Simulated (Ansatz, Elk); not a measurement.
# NaFe6Pd: X-ray structure factors from the self-consistent density, part 2 of 2

The structure of NaFe6Pd used here is made up (a known structure type with other elements) and was relaxed beforehand with PBEsol. The aim is the Fourier transform of its all-electron density, F(hkl), set beside the sum over free spherical atoms that refinements use.

Elk 11.2.3 (patched build); all-electron DFT.

So far: The structure; Ground state and structure factors; The magnetisation density.

The structure was built from a prototype and need not be the compound's stable phase.

## Step 4: The highest occupied states alone

Level of this step: DFT, PBE, all-electron APW+lo, Dirac cores, scalar-relativistic bands, static density, ferromagnetic start (Elk).

An energy window below the Fermi level keeps the highest occupied states, to see at which angles they scatter; shallow core shells can lie inside it and anion s states outside. No new self-consistency is needed.

File elk.in:

```
tasks
  195

xctype
  20

spinpol
  .true.

rgkmax
  7.0

gmaxvr
  14.0

lmaxo
  7

lmaxapw
  8

swidth
  0.002

tshift
  .false.

ramdisk
  .false.

hmaxvr
  5.5

maxscl
  120

epspot
  1e-06

reducebf
  0.8

wsfac
  -0.267940 0.583300

sppath
  './'

avec
  -0.00000000000 6.98647828753 6.98647828753
  6.98647828753 0.00000000000 6.98647828753
  6.98647828753 6.98647828753 -0.00000000000

atoms
  3
  'Pd.in'
  1
  0.5000000000 0.5000000000 0.5000000000   0.000000 0.000000 0.000000
  'Fe.in'
  6
  0.5000000000 0.0000000000 0.0000000000   0.000000 0.000000 -0.130000
  0.0000000000 0.5000000000 0.0000000000   0.000000 0.000000 -0.130000
  0.5000000000 0.5000000000 0.0000000000   0.000000 0.000000 -0.130000
  0.0000000000 0.5000000000 0.5000000000   0.000000 0.000000 -0.130000
  0.5000000000 0.0000000000 0.5000000000   0.000000 0.000000 -0.130000
  -0.0000000000 -0.0000000000 0.5000000000   0.000000 0.000000 -0.130000
  'Na.in'
  1
  0.0000000000 -0.0000000000 -0.0000000000   0.000000 0.000000 0.000000

ngridk
  5 5 5
```

Run with:

```sh
$ OMP_NUM_THREADS=4 elk
```

Numbers of over 12 decimals in the logs are rounded to 6 here.

What it wrote:

```text
┌─────────────────────────────────┐
│ Elk code version 11.2.3 started │
└─────────────────────────────────┘

Info(readinput): the functional depends on the density's gradient
 muffin-tin radial points multiplied by    2.00000
 (not where nrmtscf is given)

┌────────────────────┐
│ Current task : 195 │
└────────────────────┘
Info(checkmt): changed muffin-tin radius of species 1 (Pd) from   2.6000 to   2.5429
Info(checkmt): changed muffin-tin radius of species 2 (Fe) from   2.4000 to   2.3473

Info(sfacrho): density structure factors written to SFACRHO.OUT

 Energy window :  -0.2679400000      0.5833000000

┌──────────────────┐
│ Elk code stopped │
└──────────────────┘
```

Wall time 12 s (4 threads of AMD EPYC 7B13 (Zen 3), shared host); peak memory 0.35 GiB; 18 s of CPU time.

States within 15 eV below the Fermi level hold 59.00 electrons; any levels below the window count with the cores. Their amplitudes can exceed the total, where window and core parts have opposite phase:

```csv
hkl,sin θ/λ (Å⁻¹),"abs F, window","abs F, all"
111,0.117,6.973,32.432
200,0.135,4.464,4.967
220,0.191,3.822,5.152
311,0.224,3.410,27.536
222,0.234,23.027,155.276
400,0.271,19.008,145.469
331,0.295,1.710,24.683
420,0.302,2.989,5.042
422,0.331,2.914,4.896
511,0.351,0.912,22.900
```

## Step 5: Another functional

The difference from free atoms is small, so it is set against the change that PBEsol makes.

Changes to elk.in since step 4:

```diff
@@ -1,6 +1,8 @@
 tasks
+  0
   195
+  196
 
 xctype
-  20
+  22
 
@@ -42,5 +44,2 @@
 
-wsfac
-  -0.267940 0.583300
-
 sppath
```

Run with:

```sh
$ OMP_NUM_THREADS=4 elk
```

What it wrote:

```text
┌─────────────────────────┐
│ Elk code version 11.2.3 │
└─────────────────────────┘

All units are atomic (Hartree, Bohr, etc.)

┌─────────────────────────────────────────────────┐
│ Ground-state run starting from atomic densities │
└─────────────────────────────────────────────────┘

Lattice vectors :
  -0.000000000       6.986478288       6.986478288
   6.986478288       0.000000000       6.986478288
   6.986478288       6.986478288      -0.000000000

Reciprocal lattice vectors :
 -0.4496675613      0.4496675613      0.4496675613
[...]
total calculated charge     :    212.9986544
 total charge                :    213.0000000
 error                       :   0.1345573049E-02

Moments :
 interstitial                :  -0.1299362495
 muffin-tins
  species : 1 (Pd)
[...]
species : 2 (Fe)
[...]
atom 6                    :    2.685168436
  species : 3 (Na)
   atom 1                    :  -0.3685893051E-01
 total in muffin-tins        :    16.36843716
 total moment                :    16.23850091

┌──────────────────────────────┐
│ Self-consistent loop stopped │
└──────────────────────────────┘

Wrote STATE.OUT
[key lines of the parts left out:]
total energy                :     -12836.342506621
```

Run time: 4.8 min. Hardware: 4 threads; peak memory 0.79 GiB.

Against the first run R = 0.03 %; the largest change is -0.075 at 400. The moment goes from 16.26 to 16.24 μB.

## Step 6: Basis size

A smaller basis shows how fast F responds to it; the change is likely larger than the basis error of the first run, but doesn't show convergence.

Changes to elk.in since step 5:

```diff
@@ -6,3 +6,3 @@
 xctype
-  22
+  20
 
@@ -12,3 +12,3 @@
 rgkmax
-  7.0
+  5.5
```

Run with:

```sh
$ OMP_NUM_THREADS=4 elk
```

What it wrote:

```text
┌─────────────────────────┐
│ Elk code version 11.2.3 │
└─────────────────────────┘

All units are atomic (Hartree, Bohr, etc.)

┌─────────────────────────────────────────────────┐
│ Ground-state run starting from atomic densities │
└─────────────────────────────────────────────────┘

Lattice vectors :
  -0.000000000       6.986478288       6.986478288
   6.986478288       0.000000000       6.986478288
   6.986478288       6.986478288      -0.000000000

Reciprocal lattice vectors :
 -0.4496675613      0.4496675613      0.4496675613
[...]
total calculated charge     :    213.0008749
 total charge                :    213.0000000
 error                       :   0.8748526380E-03

Moments :
 interstitial                :  -0.1047148254
 muffin-tins
  species : 1 (Pd)
[...]
species : 2 (Fe)
[...]
atom 6                    :    2.668924152
  species : 3 (Na)
   atom 1                    :  -0.3475814493E-01
 total in muffin-tins        :    16.26204692
 total moment                :    16.15733210

┌──────────────────────────────┐
│ Self-consistent loop stopped │
└──────────────────────────────┘

Wrote STATE.OUT
[key lines of the parts left out:]
total energy                :     -12845.866660193
```

Elapsed: 4.2 min, on 4 threads; peak memory 0.73 GiB.

Against the first run R = 0.04 %; the largest change is +0.220 at 440. The moment goes from 16.26 to 16.16 μB.

## Step 7: Settings against the effect

```csv
run,R against the first run (%),"R against neutral atoms, low angle (%)",wall time
"PBE, rgkmax 7",0.00,1.01,4.7 min
PBEsol,0.03,1.05,4.8 min
rgkmax 5.5,0.04,1.04,4.2 min
```

## Step 8: What came out

```json
{
 "R against neutral atoms, sin θ/λ < 0.3 Å⁻¹": "1.01 %",
 "R against neutral atoms, 0.3 to 0.82 Å⁻¹": "0.40 %"
}
```

Independent neutral atoms miss the calculated amplitudes by R = 1.01 % below 0.3 Å⁻¹ and 0.40 % from there to 0.82 Å⁻¹; by shells, 2.57 % below 0.15 Å⁻¹ (2 forms), 0.88 % 0.15 to 0.3 (5 forms), 0.40 % 0.3 to 0.45 (11 forms), 0.41 % above 0.45 (56 forms). Bonding, aspherical density and the tables' own atoms all enter these figures, and the runs don't part them. The largest change of an amplitude is -1.09 electrons, at 400. The magnetic order is that of the start. No other order was tried here, and an antiferromagnetic one would change or move the magnetic intensity. The window's part falls from 59.0 electrons at the origin to at most 6.70 between 0.45 and 0.82 Å⁻¹, where compact states inside the window still scatter. Below 0.3 Å⁻¹ the changes that finished (PBEsol and rgkmax 5.5) move F by R = 0.05 % at most, against the 1.01 % that separates it from free atoms. The magnetic factors move by R = 1.0 % (PBEsol) and 0.8 % (rgkmax 5.5). The k-mesh has no finished test. Part of the difference isn't bonding: the tables are fits to free atoms and ions calculated by other methods than this functional. Thermal motion, anomalous dispersion and extinction are left out.

[Logs are printed without paths, hosts, clocks, repeated set-up lines and the standing remarks that a program may print on its own settings, such as how far it seeks lower states.]

[Hosts, paths, dates, database ids (printed as entryN), source tags and the programs' standing remarks are cut or masked in the printed files.]
